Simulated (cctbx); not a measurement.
# What is wrong with this refinement?

Cell a = 7.4230 Å, b = 5.2500 Å, c = 4.5910 Å, α = 90.00°, β = 90.83°, γ = 90.00°; space group C2/m (no. 12).

The data are simulated with cctbx, not measured: Mo Kα, λ = 0.71073 Å, to d = 0.65 Å, 50 % of the full sphere, strongest reflection 40000 counts, noise from counting, a 1.5 % proportional error and a noise floor of 15 counts (s.d.); no absorption.

An anisotropic refinement with weights 1/σ² prints:

```text
Rint 0.012, 336 unique reflections to 0.65 A
cycle     R1     wR2    GooF  max shift (A)
   1  0.3743  0.6527  36.203   0.00750
   2  0.3738  0.6403  35.515   0.00000
final R1 0.3738 wR2 0.6403 GooF 35.515  parameters 6  data/parameter 56.0
atom        x        y        z      Ueq    occ   su(xyz)  su(Uiso or U11)
Pb1    0.67971  0.00000  0.47125  -0.0004  1.000  0.00113  0.0026  NPD
difference map: max 382.27 min -28.81 rms 14.49
Q1    0.0000  0.0000  0.0000    2  382.27  3.24 A from Pb1
Q2    0.1823  0.5000  0.4732    4  193.98  0.02 A from Pb1
Q3    0.0755  0.0000  0.8282    4   33.39  2.29 A from Pb1
Q4    0.1309  0.5000  0.0592    4   29.09  1.92 A from Pb1
Q5    0.1211  0.5000  0.6542    4   25.29  0.95 A from Pb1
Q6    0.1282  0.0000  0.2539    4   18.89  1.89 A from Pb1
```

**Question.** Can this result stand? If not, what is the likely fault?

Mend it. The fault: an atom left out, Cd at (0, 0, 0). Against the right model at the same level, R1 goes from 0.0083 to 0.3738 and GooF from 0.99 to 35.52, the top difference peak, 382.3 e/Å³, lies 3.24 Å from Pb1 and Pb1 goes non-positive-definite. Q1 is the missing atom. With scattering power missing, scale and phases suffer, so peaks may also grow on the heavy atoms.

The compound is CdPb2. The right model at the same level gives:

```text
Rint 0.012, 336 unique reflections to 0.65 A
cycle     R1     wR2    GooF  max shift (A)
   1  0.0123  0.0309   1.723   0.00018
   2  0.0083  0.0178   0.995   0.00000
final R1 0.0083 wR2 0.0178 GooF 0.995  parameters 10  data/parameter 33.6
atom        x        y        z      Ueq    occ   su(xyz)  su(Uiso or U11)
Pb1    0.68059  0.00000  0.47210   0.0050  1.000  0.00003  0.0001
Cd1    0.00000  0.00000  0.00000   0.0049  1.000  0.00000  0.0001
difference map: max 1.02 min -0.99 rms 0.24
Q1    0.2500  0.2500  0.5000    4    1.02  1.42 A from Pb1
Q2    0.0060  0.5000  0.1368    4    0.85  2.00 A from Pb1
Q3    0.0000  0.0000  0.5000    2    0.82  2.30 A from Cd1
Q4    0.1043  0.0000  0.8804    4    0.81  0.96 A from Cd1
Q5    0.1057  0.0000  0.4095    4    0.77  1.67 A from Pb1
Q6    0.0997  0.2391  0.0599    8    0.74  1.48 A from Cd1
```

This is a model crystal, built by substitution and not relaxed, with assumed displacement parameters.

[Middle refinement cycles are left out of these outputs.]

[Logs are printed without paths, hosts, clocks, repeated set-up lines and the standing remarks that a program may print on its own settings, such as how far it seeks lower states.]
